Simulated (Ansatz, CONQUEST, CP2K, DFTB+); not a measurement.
# CP2K runs on (4,4) carbon nanotube in a second wall (156 atoms), part 2 of 2

Aim: run (4,4) carbon nanotube in a second wall (156 atoms) in CP2K and see how near its forces come to a plane-wave reference, and at what cost.

Program: CP2K 2026.2; the method stands at each step. Banners, paths, timers and routine set-up lines are dropped from the logs unmarked, and long logs keep their key lines alone; longer cuts are marked.

So far. Step 3 (PBE, DZVP-MOLOPT-SR, 157/50 Ry, diagonalisation): Against the first run (2.1 %), the force difference from the reference is 3.0 %, at 0.79 times the CPU time (on 4 against 2 cores): the grid matters here.

**4. PBE, SZV-MOLOPT-SR, 450/50 Ry, diagonalisation**

Method: Kohn-Sham DFT, PBE, GTH-PBE pseudopotentials, Gaussian and plane waves, SZV-MOLOPT-SR-GTH, diagonalisation.

Contents of input.inp:

```
&GLOBAL
  PROJECT cell
  RUN_TYPE ENERGY_FORCE
  PRINT_LEVEL LOW
&END GLOBAL
&FORCE_EVAL
  METHOD QS
  &DFT
    BASIS_SET_FILE_NAME BASIS_MOLOPT
    POTENTIAL_FILE_NAME GTH_POTENTIALS
    &MGRID
      CUTOFF 450
      REL_CUTOFF 50
    &END MGRID
    &QS
      EPS_DEFAULT 1.0E-12
    &END QS
    &SCF
      SCF_GUESS ATOMIC
      EPS_SCF 1.0E-06
      MAX_SCF 200
      ADDED_MOS 70
      &DIAGONALIZATION
        ALGORITHM STANDARD
      &END DIAGONALIZATION
      &SMEAR ON
        METHOD FERMI_DIRAC
        ELECTRONIC_TEMPERATURE [K] 580
      &END SMEAR
      &MIXING
        METHOD BROYDEN_MIXING
        ALPHA 0.15
        NBROYDEN 8
      &END MIXING
      &PRINT
        &RESTART OFF
        &END RESTART
      &END PRINT
    &END SCF
    &XC
      &XC_FUNCTIONAL PBE
      &END XC_FUNCTIONAL
    &END XC
    &PRINT
      &MULLIKEN ON
      &END MULLIKEN
      &HIRSHFELD ON
        SHAPE_FUNCTION DENSITY
      &END HIRSHFELD
      &MO ON
        EIGENVALUES T
        OCCUPATION_NUMBERS T
        MO_INDEX_RANGE 301 324
        &EACH
          QS_SCF 0
        &END EACH
        ADD_LAST NUMERIC
      &END MO
    &END PRINT
  &END DFT
  &SUBSYS
    &CELL
      A 22.12389 0.00000 0.00000
      B 0.00000 22.18577 0.00000
      C 0.00000 0.00000 7.28078
    &END CELL
    &COORD
      SCALED
[... 156 atom lines left out: the same atoms as in the first run ...]
    &END COORD
    &KIND C
      BASIS_SET SZV-MOLOPT-SR-GTH-q4
      POTENTIAL GTH-PBE-q4
    &END KIND
  &END SUBSYS
  &PRINT
    &FORCES ON
    &END FORCES
  &END PRINT
&END FORCE_EVAL
```

Launch:

```sh
$ OMP_NUM_THREADS=2 cp2k.psmp -i input.inp > output.txt
```

Numbers of over 12 decimals in the logs are rounded to 6 here.

The log of the run:

```text
CP2K| version string:                                       CP2K version 2026.2
 CP2K| Input file name                                                 input.inp
 GLOBAL| Basis set file name                                        BASIS_MOLOPT
 GLOBAL| Potential file name                                      GTH_POTENTIALS
[... lines left out ...]
                        Smear method:                                FERMI_DIRAC
[... lines left out ...]
 Number of electrons:                                                        624
[... lines left out ...]
  Step     Update method      Time    Convergence         Total energy    Change
[... lines left out ...]
  *** SCF run converged in    35 steps ***
[... lines left out ...]
  Fermi energy:                                                 0.016125
  Total energy:                                              -884.080607
  Total energy (extrapolated to T->0):                       -884.075896
[... lines left out ...]
 MO| E(Fermi):            0.016125 a.u.          0.438779 eV
[... lines left out ...]
    156       C      1       4.000          4.000                        -0.000
  Total Charge                                                           -0.000
 !-----------------------------------------------------------------------------!
 ENERGY| Total FORCE_EVAL ( QS ) energy [hartree]           -884.080646
 FORCES| Atomic forces [hartree/bohr]
 FORCES|   Atom     x               y               z               |f|
 FORCES|      1 -1.25269494E-02  6.37784879E-02  3.11890946E-02   7.20928541E-02
 FORCES|      2  1.66662670E-03  1.89573872E-02  2.83023396E-02   3.41054630E-02
 FORCES|      3  6.30361882E-02 -1.27699412E-02  3.99050274E-02   7.56904461E-02
[...]
FORCES|    155  1.44316896E-02  3.80863542E-02  1.72397457E-02   4.42272865E-02
 FORCES|    156  1.09897937E-02 -6.14776011E-02 -5.60508051E-03   6.27031733E-02
 FORCES| Sum    -8.20524628E-05 -6.20777667E-05  2.90729854E-04
 FORCES| Total atomic force                                       3.08399260E-04
```

Run time: 3.6 min. Hardware: 2 threads of AMD EPYC 9R45, shared host; peak memory 5.4 GiB.

Numbers from this run, and their distance from the reference:

```yaml
r_m_s_force_component: 1.671 eV/Å
r_m_s_difference_of_force_components: 378.4 meV/Å
longest_difference_of_force_vectors: 1239 meV/Å
force_difference_over_r_m_s_force: 28.8 %
slope_of_forces_against_the_reference_s: 1.267
correlation_of_force_components: 0.9964
```

This is a coarse setting, run to see what it loses.

Against the first run (2.1 %), the force difference from the reference is 29 %, at 0.80 times the CPU time, with 624 basis functions against 2028: the smaller basis costs accuracy.

**5. Side by side**

Differences are against the plane-wave reference, forces as r.m.s. over components; share is that over the reference's r.m.s. force, slope the least-squares factor from reference forces to these. Total energies of different programs have different zeros and aren't compared.

```
                                                          run  Δ force, r.m.s. (meV/Å)  share (%)  slope  cores  CPU time  memory (GiB)
                                                    reference                        -          -      -      4   1.9 min           4.4
         CP2K PBE, DZVP-MOLOPT-SR, 450/50 Ry, diagonalisation                     27.7       2.11  1.017      2   7.5 min           5.7
CP2K PBE, DZVP-MOLOPT-SR, 157/50 Ry, diagonalisation (coarse)                     39.3       2.99  1.010      4     6 min           2.8
 CP2K PBE, SZV-MOLOPT-SR, 450/50 Ry, diagonalisation (coarse)                      378       28.8  1.267      2     6 min           5.4
```

Rows marked coarse were listed beforehand as settings not expected to be converged; some can still land near the reference.

CPU time is summed over cores on a shared host, where runs went side by side, so it is rough. Symmetry, cutoffs, thresholds, outputs and thread counts weren't matched or tuned between programs; memory under MPI is the largest rank's times the ranks.

Within one program, basis, potentials and functional, energies share a zero. Each run against its twin at the usual cutoff or grid and solver:

```
                                                 run                                        twin  Δ energy (meV/atom)  Δ force, r.m.s. (meV/Å)         CPU time over the twin's
CP2K PBE, DZVP-MOLOPT-SR, 157/50 Ry, diagonalisation  DZVP-MOLOPT-SR, 450/50 Ry, diagonalisation               -0.123                     35.7  0.79 (this twin ran on 2 cores)
```

**6. What came out**

| Property | Result |
| --- | --- |
| nearest in forces | CP2K PBE, DZVP-MOLOPT-SR, 450/50 Ry, diagonalisation, 2.1 % |
| its CPU time | 7.5 min |

What this shows: The PBE run in local orbitals, coarse settings apart, differs by 2.1 % (CP2K PBE, DZVP-MOLOPT-SR, 450/50 Ry, diagonalisation); basis, grid and potentials can all enter. Runs with settings chosen to be coarse differ by 3.0 % (CP2K PBE, DZVP-MOLOPT-SR, 157/50 Ry, diagonalisation) to 29 % (CP2K PBE, SZV-MOLOPT-SR, 450/50 Ry, diagonalisation), their programs' other errors included. None of the electronic-structure runs in the table takes under half the reference's CPU time of 1.9 min; they take 3.1 to 3.9 times as much. CP2K PBE, SZV-MOLOPT-SR, 450/50 Ry, diagonalisation stiffens the forces by a factor of 1.27 while following their directions (correlation 0.996); the slopes of the 3 CP2K runs lie between 1.01 and 1.27. The electronic-structure runs sample only Γ, in a cell whose periodic width is 7 Å, which is coarse for a cell with partly filled levels.

[Also dropped from logs without a mark: logging warnings of Python, and SIESTA's first energy breakdown and zero terms.]

[Logs are printed without paths, hosts, clocks, repeated set-up lines and the standing remarks that a program may print on its own settings, such as how far it seeks lower states.]

[Hosts, paths, dates, database ids (printed as entryN), source tags and the programs' standing remarks are cut or masked in the printed files.]
